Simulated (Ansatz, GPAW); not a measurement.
# Cutoff, mesh and smearing for Te/Nb(110), part 3 of 3

Wanted: a convergence study on the slab Te/Nb(110).

GPAW 26.7.0 and Ansatz 0.2.0; Ansatz plane waves; slab in vacuum with a dipole correction, relaxation (the session's first sound run).

So far, upper work function (eV): step 2 (relaxation, PBE) 3.21; step 3 (the slab's potential, PBE, GPAW) 3.22; step 6 (cutoff 700: ecut = 700, PBE, GPAW) 3.22; step 9 (K mesh 18×18: kpts = [18, 18], PBE, GPAW) 3.23; step 10 (scheme Fermi-Dirac, smearing 0.01, PBE, GPAW) 3.24.

## Step 12: Without the dipole layer

Level of this step: GPAW, PAW setups; slab in vacuum (GPAW).

The dipole layer is taken out and the cell repeats along the normal.

run.py reads:

```python
import json
import numpy as np
from ase import Atoms
from gpaw import GPAW, PW

slab = Atoms(
    ['Nb', 'Nb', 'Nb', 'Nb', 'Te'],
    positions=[
        [0.00000, 0.00000, 9.00000],
        [2.33345, 0.00000, 11.33345],
        [0.00875, -0.00000, 13.66998],
        [2.36015, -0.00000, 16.01808],
        [4.04027, 0.00000, 18.40866]],
    cell=[[2.33345, -1.65, 0.0], [2.33345, 1.65, 0.0], [0.0, 0.0, 27.7458]],
    pbc=[True, True, True])

slab.calc = GPAW(mode=PW(400), xc='PBE', kpts={'size': (12, 12, 1), 'gamma': True},
                 occupations={'name': 'fermi-dirac', 'width': 0.1}, nbands='140%',
                 convergence={'density': 1e-05}, maxiter=200,
                 symmetry={'tolerance': 1e-3}, txt='slab.txt')
result = {}
energy = slab.get_potential_energy()
fermi = slab.calc.get_fermi_level()
v = slab.calc.get_electrostatic_potential().mean((0, 1)) - fermi
n = slab.calc.get_pseudo_density().mean((0, 1))
L = slab.cell[2, 2]
z = np.arange(len(v)) * L / len(v)
low, high = slab.positions[:, 2].min(), slab.positions[:, 2].max()
below, above = np.interp([low - 6.8, high + 6.8], z, v)
slopes = [np.interp(x, z, np.gradient(v, z)) for x in (low - 6.8, high + 6.8)]
eps = np.array([[slab.calc.get_eigenvalues(k, s) for k in range(len(slab.calc.get_ibz_k_points()))]
                for s in range(slab.calc.get_number_of_spins())]) - fermi
top, bottom = eps[eps < 0].max(), eps[eps > 0].min()
dipole = slab.get_dipole_moment()[2]
print(f'energy {energy:.4f} eV, Fermi level {fermi:.4f} eV, dipole {dipole:.5f} e A')
print(f'potential 6.8 A off the faces, from the Fermi level: lower {below:.4f} eV, upper {above:.4f} eV')
print(f'slope of the potential there: lower {slopes[0]:.5f}, upper {slopes[1]:.5f} eV/A')
print(f'nearest levels on the mesh: {top:.4f} and {bottom:.4f} eV')
print('magnetic moment', round(slab.get_magnetic_moment(), 3))
result.update(energy=energy, fermi=fermi, dipole=dipole, below=below, above=above, slopes=slopes, edges=[top, bottom],
              z=z.tolist(), v=v.tolist(), n=n.tolist(), positions=slab.positions.tolist(),
              forces=slab.get_forces(apply_constraint=False).tolist(), moments=slab.get_magnetic_moments().tolist())
json.dump(result, open('result.json', 'w'))
```

On the command line:

```sh
$ OMP_NUM_THREADS=1 OPENBLAS_NUM_THREADS=1 python run.py
```

Output:

```text
energy -43.0867 eV, Fermi level 2.9830 eV, dipole 0.10691 e A
potential 6.8 A off the faces, from the Fermi level: lower 4.1380 eV, upper 3.7077 eV
slope of the potential there: lower 0.09079, upper 0.09083 eV/A
nearest levels on the mesh: -0.0026 and 0.0121 eV
magnetic moment 0.0
```

The job ended after 93 s (1 thread of AMD EPYC 9R14 (Zen 4), shared host; peak memory 0.32 GiB).

The run finished. A setting was moved off its sound value on purpose, so it serves as a test and not as the result.

The fault put into the input: no dipole layer on a slab with a dipole, so the vacuum potential tilts and no work function is defined (dipole = false and pbc_z = true).

The two runs compared:

| quantity | this run | sound run | difference |
| --- | --- | --- | --- |
| dipole along the normal (e·Å) | 0.10691 | 0.056463 | 0.0504 |

The two runs differ clearly in the dipole along the normal: 0.107 e·Å against 0.0565 e·Å.

## Step 13: Side by side

Results and costs are gathered.

This step: comparison of work functions, dipole and cost (GPAW 26.7.0).

Ladder, by row:

| step | code | work function, upper (eV) | work function, lower (eV) | dipole (e Å) | wall time (s) | peak memory (GiB) | threads |
| --- | --- | --- | --- | --- | --- | --- | --- |
| pw | GPAW | 3.223 | 4.557 | 0.05646 | 103.2 | 0.32 | 1 |
| ecut200 | GPAW | 3.221 | 4.564 | 0.05622 | 44.51 | 0.19 | 1 |
| ecut300 | GPAW | 3.222 | 4.56 | 0.05665 | 69.24 | 0.25 | 1 |
| ecut700 | GPAW | 3.224 | 4.557 | 0.05642 | 304.8 | 0.58 | 1 |
| k4 | GPAW | 3.364 | 4.646 | 0.05423 | 23.87 | 0.2 | 1 |
| k7 | GPAW | 3.242 | 4.558 | 0.05565 | 43.06 | 0.23 | 1 |
| k18 | GPAW | 3.229 | 4.561 | 0.05637 | 227.3 | 0.49 | 1 |
| smear | GPAW | 3.243 | 4.576 | 0.05639 | 109.8 | 0.32 | 1 |
| nodip | GPAW | - | - | 0.1069 | 92.51 | 0.32 | 1 |

## Step 14: A changed run

One more run, with changed settings.

This step: GPAW, PAW setups; slab in vacuum (GPAW 26.7.0).

run.py, as its differences from that of step 12:

```diff
@@ -14,3 +14,3 @@
     cell=[[2.33345, -1.65, 0.0], [2.33345, 1.65, 0.0], [0.0, 0.0, 27.7458]],
-    pbc=[True, True, True])
+    pbc=[True, True, False])
 
@@ -18,3 +18,4 @@
                  occupations={'name': 'fermi-dirac', 'width': 0.1}, nbands='140%',
-                 convergence={'density': 1e-05}, maxiter=200,
+                 convergence={'density': 1e-05}, maxiter=75,
+                 poissonsolver={'dipolelayer': 'xy'},
                  symmetry={'tolerance': 1e-3}, txt='slab.txt')
@@ -28,4 +29,4 @@
 low, high = slab.positions[:, 2].min(), slab.positions[:, 2].max()
-below, above = np.interp([low - 6.8, high + 6.8], z, v)
-slopes = [np.interp(x, z, np.gradient(v, z)) for x in (low - 6.8, high + 6.8)]
+below, above = np.interp([low - 1.0, high + 1.0], z, v)
+slopes = [np.interp(x, z, np.gradient(v, z)) for x in (low - 1.0, high + 1.0)]
 eps = np.array([[slab.calc.get_eigenvalues(k, s) for k in range(len(slab.calc.get_ibz_k_points()))]
@@ -35,3 +36,3 @@
 print(f'energy {energy:.4f} eV, Fermi level {fermi:.4f} eV, dipole {dipole:.5f} e A')
-print(f'potential 6.8 A off the faces, from the Fermi level: lower {below:.4f} eV, upper {above:.4f} eV')
+print(f'potential 1.0 A off the faces, from the Fermi level: lower {below:.4f} eV, upper {above:.4f} eV')
 print(f'slope of the potential there: lower {slopes[0]:.5f}, upper {slopes[1]:.5f} eV/A')
```

Output:

```text
energy -43.0841 eV, Fermi level 3.0090 eV, dipole 0.05646 e A
potential 1.0 A off the faces, from the Fermi level: lower -1.5189 eV, upper -2.0850 eV
slope of the potential there: lower -13.17129, upper 14.89123 eV/A
nearest levels on the mesh: -0.0035 and 0.0122 eV
magnetic moment 0.0
```

Run time: 1.7 min. Hardware: 1 thread; peak memory 0.32 GiB.

The run finished. A setting was moved off its sound value on purpose, so it serves as a test and not as the result.

The fault put into the input: the potential probed 1 A off the face (probe = 1.0).

## Step 15: Outcome

| Quantity | Value |
| --- | --- |
| work function, upper and lower face | 3.223 and 4.557 eV |
| dipole along the normal | 0.0565 e Å |

What this shows: With plane waves and PBE the work function is 3.22 eV on the upper face and 4.56 eV on the lower. The two faces differ by 1.3 eV, the step that the slab's dipole makes (e p/(ε0 A) gives 1.3 eV), so the dipole layer is needed. The other smearing (Fermi-Dirac of 0.01 eV in place of Fermi-Dirac of 0.1) moves the two faces by 0.020 and 0.019 eV on the same mesh; a mesh is converged only for its smearing. Over the sound runs of the table the upper face's work function spans 3.223 (pw) to 3.243 eV (smear). The cell of 7.70 Å² holds one Te, started on one chosen site; other sites and coverages weren't tried. The in-plane lattice was kept as typed, which isn't the functional's own and leaves some strain; spin-orbit coupling and temperature are left out.

[Logs are printed without paths, hosts, clocks, repeated set-up lines and the standing remarks that a program may print on its own settings, such as how far it seeks lower states.]

[Hosts, paths, dates, database ids (printed as entryN), source tags and the programs' standing remarks are cut or masked in the printed files.]
